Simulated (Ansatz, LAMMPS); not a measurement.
# Relaxing a frame of liquid K2Si2O5 from 1350 K (117 atoms), part 2 of 2

How does a frame of liquid K2Si2O5 from 1350 K (117 atoms) relax, and what do bonds, charges and levels look like afterwards?

Ansatz 0.2.0; Kohn-Sham DFT, PBE, PAW (set soft_2), plane waves.

The cell: 26 K, 65 O and 26 Si. The network of bonds at the start is that of the classical potential that made the cell. The Brillouin zone is sampled at Γ only, in a cell whose shortest periodic width is 13 Å.

So far, density (g/cm³): step 5 (local order after relaxation) 2.22.

## 6. Single point at the relaxed geometry

One more single point at the end of the walk gives the fuller output and checks the residual forces.

Contents of input.yaml:

```yaml
crystal:
  lattice:
    - [12.7679, 0.0, 0.0]
    - [0.0, 12.7679, 0.0]
    - [0.0, 0.0, 12.7679]
  atoms:
    - { symbol: K, position: [0.07125, 0.22293, 0.90118] }
    - { symbol: K, position: [0.49341, 0.34319, 0.04749] }
    - { symbol: K, position: [0.22899, 0.65829, 0.65039] }
    - { symbol: K, position: [0.82768, 0.80779, 0.40726] }
    - { symbol: K, position: [0.19479, 0.50339, 0.19537] }
    - { symbol: K, position: [0.96286, 0.34715, 0.22078] }
    - { symbol: K, position: [0.12645, 0.91468, 0.42559] }
    - { symbol: K, position: [0.38361, 0.63469, 0.94294] }
    - { symbol: K, position: [0.59864, 0.06614, 0.91142] }
    - { symbol: K, position: [0.03446, 0.36889, 0.65146] }
    - { symbol: K, position: [0.28466, 0.19649, 0.35445] }
    - { symbol: K, position: [0.0711, 0.72042, 0.02926] }
    - { symbol: K, position: [0.37871, 0.92402, 0.019] }
    - { symbol: K, position: [0.7167, 0.47011, 0.67495] }
    - { symbol: K, position: [0.52118, 0.70797, 0.73016] }
    - { symbol: K, position: [0.16895, 0.89786, 0.80033] }
    - { symbol: K, position: [0.64291, 0.52097, 0.42417] }
    - { symbol: K, position: [0.28, 0.40583, 0.81669] }
    - { symbol: K, position: [0.62523, 0.56523, 0.17235] }
    - { symbol: K, position: [0.68068, 0.86244, 0.6067] }
    - { symbol: K, position: [1.0e-05, 0.57309, 0.46659] }
    - { symbol: K, position: [0.43759, 0.73311, 0.33713] }
    - { symbol: K, position: [0.73009, 0.84552, 0.84825] }
    - { symbol: K, position: [0.5828, 0.96865, 0.21745] }
    - { symbol: K, position: [0.90738, 0.64464, 0.79174] }
    - { symbol: K, position: [0.22684, 0.24411, 0.10487] }
    - { symbol: O, position: [0.84473, 0.50641, 0.14226] }
    - { symbol: O, position: [0.59792, 0.21235, 0.68613] }
    - { symbol: O, position: [0.04273, 0.94431, 0.63927] }
    - { symbol: O, position: [0.85824, 0.41226, 0.52969] }
    - { symbol: O, position: [0.95094, 0.1152, 0.72406] }
    - { symbol: O, position: [0.6667, 0.27777, 0.23845] }
    - { symbol: O, position: [0.12989, 0.13815, 0.65808] }
    - { symbol: O, position: [0.07759, 0.18891, 0.33626] }
    - { symbol: O, position: [0.48601, 0.76086, 0.13073] }
    - { symbol: O, position: [0.23451, 0.27652, 0.54292] }
    - { symbol: O, position: [0.05884, 0.92801, 0.97101] }
    - { symbol: O, position: [0.97665, 0.5443, 0.97827] }
    - { symbol: O, position: [0.4661, 0.52168, 0.3022] }
    - { symbol: O, position: [0.62531, 0.92489, 0.41299] }
    - { symbol: O, position: [0.86345, 0.85699, 0.02033] }
    - { symbol: O, position: [0.58776, 0.9094, 0.01934] }
    - { symbol: O, position: [0.89884, 0.71251, 0.16394] }
    - { symbol: O, position: [0.75627, 0.09709, 0.19177] }
    - { symbol: O, position: [0.32344, 0.1865, 0.70805] }
    - { symbol: O, position: [0.7815, 0.61101, 0.97742] }
    - { symbol: O, position: [0.93411, 0.03769, 0.10216] }
    - { symbol: O, position: [0.1858, 0.54806, 0.98471] }
    - { symbol: O, position: [0.00611, 0.56109, 0.26337] }
    - { symbol: O, position: [0.27613, 0.07372, 0.52905] }
    - { symbol: O, position: [0.82687, 0.90232, 0.21811] }
    - { symbol: O, position: [0.68887, 0.61665, 0.79844] }
    - { symbol: O, position: [0.98756, 0.09474, 0.50968] }
    - { symbol: O, position: [0.31331, 0.40493, 0.40007] }
    - { symbol: O, position: [0.37894, 0.40941, 0.59856] }
    - { symbol: O, position: [0.85223, 0.22184, 0.8698] }
    - { symbol: O, position: [0.0594, 0.74944, 0.71117] }
    - { symbol: O, position: [0.59928, 0.71231, 0.95511] }
    - { symbol: O, position: [0.35984, 0.35658, 0.20825] }
    - { symbol: O, position: [0.79016, 0.23044, 0.60158] }
    - { symbol: O, position: [0.87689, 0.0185, 0.8986] }
    - { symbol: O, position: [0.74657, 0.24592, 0.04907] }
    - { symbol: O, position: [0.54109, 0.55124, 0.59198] }
    - { symbol: O, position: [0.67162, 0.06513, 0.55688] }
    - { symbol: O, position: [0.69153, 0.31308, 0.44038] }
    - { symbol: O, position: [0.47241, 0.03847, 0.50766] }
    - { symbol: O, position: [0.46747, 0.23322, 0.84837] }
    - { symbol: O, position: [0.56861, 0.1478, 0.10379] }
    - { symbol: O, position: [0.36094, 0.93189, 0.65321] }
    - { symbol: O, position: [0.00345, 0.78314, 0.50729] }
    - { symbol: O, position: [0.8239, 0.40834, 0.95115] }
    - { symbol: O, position: [0.50059, 0.32087, 0.36168] }
    - { symbol: O, position: [0.54938, 0.91466, 0.75102] }
    - { symbol: O, position: [0.18121, 0.47945, 0.55069] }
    - { symbol: O, position: [0.74839, 0.08525, 0.7479] }
    - { symbol: O, position: [0.5959, 0.13424, 0.37438] }
    - { symbol: O, position: [0.86427, 0.82124, 0.66548] }
    - { symbol: O, position: [0.33154, 0.8882, 0.44583] }
    [... 33 atom lines left out ...]
    - { symbol: Si, position: [0.56124, 0.28967, 0.78164] }
    - { symbol: Si, position: [0.27539, 0.40249, 0.52356] }
    - { symbol: Si, position: [0.59063, 0.03501, 0.45911] }
    - { symbol: Si, position: [0.45847, 0.48973, 0.66336] }
    - { symbol: Si, position: [0.08915, 0.4661, 0.96332] }
    - { symbol: Si, position: [0.58499, 0.79058, 0.05784] }
kpoints:
  mp_grid: { grid: [1, 1, 1] }
hamiltonian:
  xc: pbe
scf:
  occupations: { method: fermi_dirac, width: 0.116 }
output:
  forces: true
  stress: true
  populations: true
  dos:
    method: { smearing: { sigma: 0.1 } }
    de: 0.1
    projected: { site_lists: { K: [K], O: [O], Si: [Si] } }
  eigenvalues: true
  write_density: true
  write_potential: true
  volumetric_format: npy
```

Command:

```console
$ ansatz run input.yaml --threads 4 --pin off --max-ram 8192MiB --backend cpu --events-out ev --progress --plain --runs-dir out
```

It took 57 s on 4 threads of Arm Neoverse V1, shared host; peak memory 2.9 GiB; 3.7 min of CPU time.

The program notes that the exchange-correlation potential is rough where the density is thin.

Read from the output:

```
free energy                                      : -93520.1667 eV
free energy per atom                             : -799.3177 eV/atom
SCF cycles                                       : 9
pressure                                         : 0.2766 GPa
r.m.s. force component                           : 0.00804 eV/Å
longest force                                    : 0.04499 eV/Å
Fermi energy                                     : 4.908 eV
gap (highest filled to lowest empty level) : 2.362 eV
spilling of the projection                       : 0.01068
```

Löwdin charges by element (they lack the spilled electrons, 0.066 e an atom on average):

```csv
element,coordination,atoms,mean charge (e),spread,least,most
K,all,26,0.867,0.0092,0.846,0.887
O,all,65,-0.886,0.0902,-1.04,-0.784
Si,all,26,1.65,0.0764,1.50,1.75
```

Density of states as counts of states in windows of 1 eV (from the Fermi level), total and the larger projections:

```csv
from (eV),to (eV),total,O p,Si p,K s
-10,-9,16.3,11.7,2.4,0.0
-9,-8,29.6,22.4,5.4,0.0
-8,-7,12.6,9.9,1.9,0.0
-7,-6,32.1,26.6,2.8,0.2
-6,-5,68.8,59.0,4.1,0.4
-5,-4,72.4,65.7,2.6,0.6
-4,-3,46.6,42.6,1.5,0.7
-3,-2,66.3,61.4,2.0,0.6
-2,-1,20.3,19.4,0.2,0.1
-1,0,0.0,0.0,0.0,0.0
0,1,0.1,0.0,0.0,0.0
1,2,2.6,0.1,0.0,2.0
2,3,11.1,0.6,0.3,7.3
3,4,19.6,1.4,1.8,8.8
4,5,42.6,2.6,7.3,8.2
```

Between -26 and -10 eV lie 311 more states.

The stored curve holds about 676 of the 728 electrons; the rest, give or take the few that broadening carries across the Fermi level, lie in deeper levels below its range.

The levels nearest the highest filled one (over half full), pooled over k-points and spins:

```csv
level less the highest filled one (eV),occupation
-0.626,2
-0.553,2
-0.533,2
-0.500,2
-0.211,2
0,2
2.36,0
3.25,0
3.44,0
3.71,0
3.99,0
4.09,0
```

Valence density in the bc plane at fractional x = 0.596, with atoms of K and O and Si within 0.2 Å of it. It is the smooth field of the valence electrons, not physical close to the nuclei.

Ten steps, logarithmic in the rise over the least value, from '0' (0.0 e/Å³) to '9' (6.9 e/Å³), each cell a mean:
```
456642100000001369996435799743357753
688874101122111247875435799642122223
688864112344321113333323455321000012
356542112455421000112222211100011111
111111123344332210011222221100134432
100001344433344321001122333211246653
100014688643344431100112344311245643
000125899742222221121111222111123321
011123577521001112344321000001232110
123221222100000012455421000002332101
234321000000000012344321000001121111
334321000000000001232210000000011222
322332211111110024554200000000124554
424566532233211135776310000000247876
435799853233321125665310000000247875
223688753233321012332100000000123443
212344433333210000111000000000001233
641111123443210000122210000000013577
852111123343200001466642000000014788
742234432222100002578863111111113678
322467753210000002577752112332212344
112578863211100001234321123333344432
111356542111111123332111233323568863
212222211001111246875323466544579974
```
Columns run along b (12.8 Å), rows up along c (12.8 Å). Atoms in or near the plane, at fractional coordinates: K at (0.07, 0.91), K at (0.97, 0.22), O at (0.21, 0.69), O at (0.91, 0.02), O at (0.71, 0.96), O at (0.13, 0.37), O at (0.51, 0.97), Si at (0.26, 0.35), Si at (0.04, 0.46), Si at (0.79, 0.06).

Electrostatic potential energy in the bc plane at fractional x = 0.596, with atoms of K and O and Si within 0.2 Å of it. With pseudopotentials it is smooth inside the atoms' cores, unlike the true potential.

Ten even steps from '0' (-42 eV) to '9' (9 eV), each cell a mean:
```
864578999999999972016888400488986689
510037999999999996457667412699999998
510047999988999999998778888999999998
865678988766799999999999999999999999
999999986201589999999999999999999999
999999986201589999999999888899997689
999999622566789999999999877899998799
999998300489999999999999888899999999
999999755899999999999999999988888999
999999999999999999988999999988888999
888899999999999999999999999999889999
434789999999999999999999999999999987
000379999999999987667899999999999874
101456887678999985335899999999995235
766400352015899987556899999999996348
999621440003799998888999999999999999
899998874236899999999999999999999988
579999988888999999988899999999998532
168999999999999999754578999999987200
479998888999999998620158999999998521
899964578999999998732368999877899877
999941279999999999987889986211589999
999987899999899999999999985000253379
999999999999999996469999875322530049
```
Columns run along b (12.8 Å; values clipped at the 3rd and 97th percentile), rows up along c (12.8 Å). Atoms in or near the plane, at fractional coordinates: K at (0.07, 0.91), K at (0.97, 0.22), O at (0.21, 0.69), O at (0.91, 0.02), O at (0.71, 0.96), O at (0.13, 0.37), O at (0.51, 0.97), Si at (0.26, 0.35), Si at (0.04, 0.46), Si at (0.79, 0.06).

Mean Löwdin charges: K +0.87, O -0.89, Si +1.65 e (they miss 1.1 % of the electrons, so they add up to more than the cell's charge). The largest share in the top eV of filled states is O p (98 % of the projected weight), and in the lowest eV of empty states K s (80 % of the projected weight).

The surroundings of K16, picked at random, nearest first, numbered as they follow in the input and with coordinates relative to it.

```csv
atom,x,y,z,distance (Å),bonds,Löwdin charge (e)
K16,0.00,0.00,0.00,0.00,5,0.86
O57,-1.40,-1.90,-1.14,2.62,4,-1.03
O37,-1.41,0.38,2.18,2.62,3,-0.94
O29,-1.61,0.59,-2.06,2.68,4,-0.83
O89,2.54,-0.83,0.45,2.71,5,-1.01
O69,2.45,0.43,-1.88,3.12,3,-0.82
Si107,3.27,0.32,-0.41,3.32,4,1.56
Si98,-2.33,-1.06,-2.18,3.36,4,1.50
O81,2.92,1.77,0.44,3.44,4,-0.84
Si97,-1.84,2.17,-2.19,3.59,4,1.72
O33,-0.50,3.07,-1.82,3.60,2,-0.82
K3,0.77,-3.06,-1.91,3.69,3,0.86
```

The column of bonds counts only the pairs O-K within 3.15 Å, O-Si within 2.16 Å; other neighbours, such as metal atoms beside each other in a compound, aren't counted, and periodic images can show an atom twice.

## 7. With scf.occupations.width = 0.005

Changed here: scf.occupations.width = 0.005.

Contents of input.yaml:

```yaml
crystal:
  lattice:
    - [12.7679, 0.0, 0.0]
    - [0.0, 12.7679, 0.0]
    - [0.0, 0.0, 12.7679]
  atoms:
    [... the 117 atom lines of step 3 ...]
kpoints:
  mp_grid: { grid: [1, 1, 1] }
hamiltonian:
  xc: pbe
scf:
  occupations: { method: fermi_dirac, width: 0.005 }
output:
  forces: true
  stress: true
  populations: intrinsic
  dos:
    method: { smearing: { sigma: 0.15 } }
    de: 0.1
    projected: { site_lists: { K: [K], O: [O], Si: [Si] } }
  eigenvalues: true
```

The job ended after 57 s (4 threads; peak memory 2.9 GiB; 3.7 min of CPU time).

Geometry and reference: those of the single point at the start.

Forces differ from those of the single point at the start by 7.3 meV/Å r.m.s., 0.29 % of their size; the energy by +0.057 meV/atom and the gap by -0.070 eV. It took 0.96 times the reference's time (shared host, so rough).

## 8. Summary of results

- energy change in the relaxation: -339.4 meV/atom
- r.m.s. displacement: 0.852 Å
- largest displacement: 2.501 Å
- free energy per atom: -799.3177 eV/atom
- pressure: 0.2766 GPa
- r.m.s. force component: 0.00804 eV/Å
- gap (highest filled to lowest empty level): 2.362 eV
- wall time of the 4 DFT runs: 16 min

In words: Relaxation lowers the energy by 339 meV/atom and moves atoms by 0.85 Å r.m.s.; the r.m.s. force component goes from 2.5 to 0.0080 eV/Å, the pressure goes from 4.7 to 0.28 GPa, and the gap from 1.02 to 2.36 eV. First to last step the energy falls by 39.705 eV; the largest move, 2.50 Å, is that of K5. The O-Si bonds go from 1.633 Å (spread 0.102) to 1.646 Å (spread 0.041). 60 % of the oxygens bridge two formers (Si) and 40 % are non-bridging. The highest filled and lowest empty levels differ by 2.36 eV (at Γ alone); a semilocal functional tends to put such gaps too low. In a disordered cell it changes from sample to sample and from frame to frame.

Caveats: The network of bonds at the start is that of the classical potential that made the cell; in DFT atoms moved by 0.85 Å r.m.s.

[Logs are printed without paths, hosts, clocks, repeated set-up lines and the standing remarks that a program may print on its own settings, such as how far it seeks lower states.]

[Hosts, paths, dates, database ids (printed as entryN), source tags and the programs' standing remarks are cut or masked in the printed files.]
